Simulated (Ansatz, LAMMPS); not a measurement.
# Glassy 67SiO2-8Al2O3-4FeO-8MgO-4CaO-4Na2O-4TiO2 (mol %) (72 atoms) under strain: runs compared

How stiff is glassy 67SiO2-8Al2O3-4FeO-8MgO-4CaO-4Na2O-4TiO2 (mol %) (72 atoms), and how do its levels respond to strain?

Computed with Ansatz 0.2.0: Kohn-Sham DFT, PBE, PAW (set soft_2), plane waves.

**1. The cell as built**

The cell holds 72 atoms: 16 Si, 4 Al, 1 Fe, 2 Mg, 1 Ca, 2 Na, 1 Ti and 45 O. Cell: a = 9.823 Å, b = 9.823 Å, c = 9.823 Å, α = 90.0°, β = 90.0°, γ = 90.0°. 72 atoms (16 Si, 4 Al, 1 Fe, 2 Mg, 1 Ca, 2 Na, 1 Ti, 45 O) placed at random at 2.52 g/cm³, melted at 3000 K for 20 ps at fixed volume with the Buckingham and Coulomb pair potential of Guillot and Sator (Geochim. Cosmochim. Acta 71, 1249 (2007)) with the boron terms of Wang et al. (J. Non-Cryst. Solids 498, 294 (2018)). Quenched from 3000 K to 300 K at 20 K/ps and fixed volume, held 10 ps at zero pressure.

What the set-up can't give: The quench rate of 20 K/ps is orders of magnitude faster than experiment, which tends to freeze in extra defects. The network of bonds at the start is that of the classical potential that made the cell, and needn't be the one that DFT or experiment would give. Without a Hubbard term or exact exchange, open shells on Fe are likely too delocalised. Only the Γ point is sampled.

**2. The reference run**

The reference is a single point at the end of the relaxation.

Every strained cell starts from the geometry of this run, and its atoms are relaxed with the cell held.

Its input, with most atom lines left out:

```yaml
crystal:
  lattice:
    - [9.65967, -0.38894, 0.0524]
    - [-0.38894, 9.93188, 0.28211]
    - [0.0524, 0.28211, 10.21739]
  atoms:
    - { symbol: Si, position: [0.19426, 0.75142, 0.86589] }
    - { symbol: Si, position: [0.0997, 0.09936, 0.64877] }
    - { symbol: Si, position: [0.92763, 0.89904, 0.86513] }
    - { symbol: Si, position: [0.03933, 0.75342, 0.34726] }
    - { symbol: Si, position: [0.78478, 0.59173, 0.49206] }
    - { symbol: Si, position: [0.88099, 0.27385, 0.31887] }
    - { symbol: Si, position: [0.68222, 0.0616, 0.41941] }
    [... atom lines 8 to 72 left out ...]
magnetization:
  spin_polarized: true
kpoints:
  mp_grid: { grid: [1, 1, 1] }
hamiltonian:
  xc: pbe
scf:
  occupations: { method: fermi_dirac, width: 0.025 }
  lower_state_search: "off"
output:
  forces: true
  stress: true
  populations: intrinsic
  dos:
    method: { smearing: { sigma: 0.08 } }
    de: 0.1
    projected: { site_lists: { Al: [Al], Ca: [Ca], Fe: [Fe], Mg: [Mg], Na: [Na] } }
  eigenvalues: true
  write_density: true
  write_potential: true
  volumetric_format: npy
```

```
free energy per atom   : -743.8369 eV/atom
r.m.s. force component : 0.00746 eV/Å
pressure               : 0.002119 GPa
total moment           : 4 μB
```

Filled and empty levels are parted by 0.683 eV (at Γ alone); a semilocal functional tends to put such gaps too low. In a disordered cell it changes from sample to sample, and tail or defect levels can set it.

**3. The runs**

Each row is one run, on 4 threads of Intel Xeon Platinum 8488C (Sapphire Rapids), shared host. The free energy is the program's total, comparable only between runs with the same functional, potentials and atoms.

```csv
run,atoms,outcome,"ionic steps, all passes",free energy (eV),time,host memory (GiB)
Single point at the start,72,converged,-,-53549.352,17 s,2.0
Cell and atoms relaxed,72,converged,41,-53556.259,7.6 min,2.1
Single point at the relaxed geometry,72,converged,-,-53556.259,19 s,2.0
Volume -3 %,72,converged,6,-53556.106,68 s,2.0
Volume +3 %,72,converged,5,-53556.120,57 s,2.1
Volume -6 %,72,converged,13,-53555.729,2.3 min,1.9
Volume +6 %,72,converged,23,-53556.252,4.5 min,2.2
Volume -10 %,72,converged,13,-53554.703,2.3 min,1.9
Stretched by 1 % along x,72,converged,4,-53556.228,48 s,2.0
Compressed by 1 % along x,72,converged,5,-53556.220,61 s,2.0
Sheared by 2 % in xy,72,converged,4,-53556.206,48 s,2.0
```

In some runs the program notes that the SCF threshold is loose for the stress.

**4. Pressure against volume**

Atoms are relaxed at each volume, in the scaled cell.

```csv
volume change (%),volume (Å³/atom),energy change (meV/atom),pressure (GPa),largest move on relaxing (Å),bonds,gap (eV)
-10,12.224,21.61,5.56,0.64,116,0.709
-6,12.767,7.36,2.96,0.47,115,0.702
-3,13.174,2.12,1.63,0.13,112,0.705
+0,13.582,0.00,0.00,-,111,0.683
+3,13.989,1.93,-1.57,0.15,112,0.652
+6,14.397,0.09,-2.73,2.21,114,0.566
```

**5. Uniaxial strain and shear**

Stress (GPa, compression positive) less that of the relaxed cell, atoms relaxed:

```csv
strain,xx,yy,zz,xy,energy change (meV/atom)
stretched by 1 % along x,-1.009,-0.408,-0.296,0.068,0.43
compressed by 1 % along x,1.029,0.412,0.248,-0.083,0.54
sheared by 2 % in xy,0.147,0.180,0.096,-0.824,0.73
```

**6. What came out**

The bulk modulus, from the slope of pressure against ln V over the three points nearest the relaxed volume, is 53.4 GPa; between neighbouring points the slope runs 60, 42, 54, 53 and 40 GPa from the smallest volume up, without a steady fall, so no pressure derivative is given. The count of bonds runs from 111 to 116 over the series, so at some points contacts cross the cutoffs. At -10 % and +6 % some atom moved by over 0.5 Å on relaxing, so those points may sit in another local minimum. The gap goes from 0.709 eV at the smallest volume to 0.566 eV at the largest, not monotonically (lowest 0.566, highest 0.709 eV), on the run's k-points. In the Cartesian axes of the cell, finite differences give C11 = 102, C12 = 41.0, C13 = 27.2 and C66 = 41.2 GPa (the shear of 2 % is the engineering strain, εxy = 0.01). The mean of C11, C12 and C13, which equals the bulk modulus in a cubic or isotropic solid, is 56.7 GPa: it agrees with the bulk modulus within 10 %. For an isotropic solid C66 would equal (C11 − C12)/2 = 30.5 GPa; so small a sample needn't be isotropic, and C66 rests on one shear. The two differ too much for isotropic moduli to be formed.

Caveats: Strains are finite and relaxations stop at the force tolerance of the input, which can leave moduli too stiff; they are those of a static cell at zero temperature. Volumes are changed with the cell's shape held, so in an anisotropic solid the modulus lies over the one under free hydrostatic load. The program notes that the SCF threshold of the relaxations is loose for the stress. In the spin-polarised runs the search for a state of lower energy was switched off. The run was spin polarised, started with a moment on one atom, ending at 4.0 μB in the cell; that starting order needn't be the real material's, and it bears on forces, charges and levels. With open d shells in the cell, the gap can be one between d levels of these ions, not the gap of the host.

The DFT runs together took 22 min of wall time.

[Logs are printed without paths, hosts, clocks, repeated set-up lines and the standing remarks that a program may print on its own settings, such as how far it seeks lower states.]

[Hosts, paths, dates, database ids (printed as entryN), source tags and the programs' standing remarks are cut or masked in the printed files.]
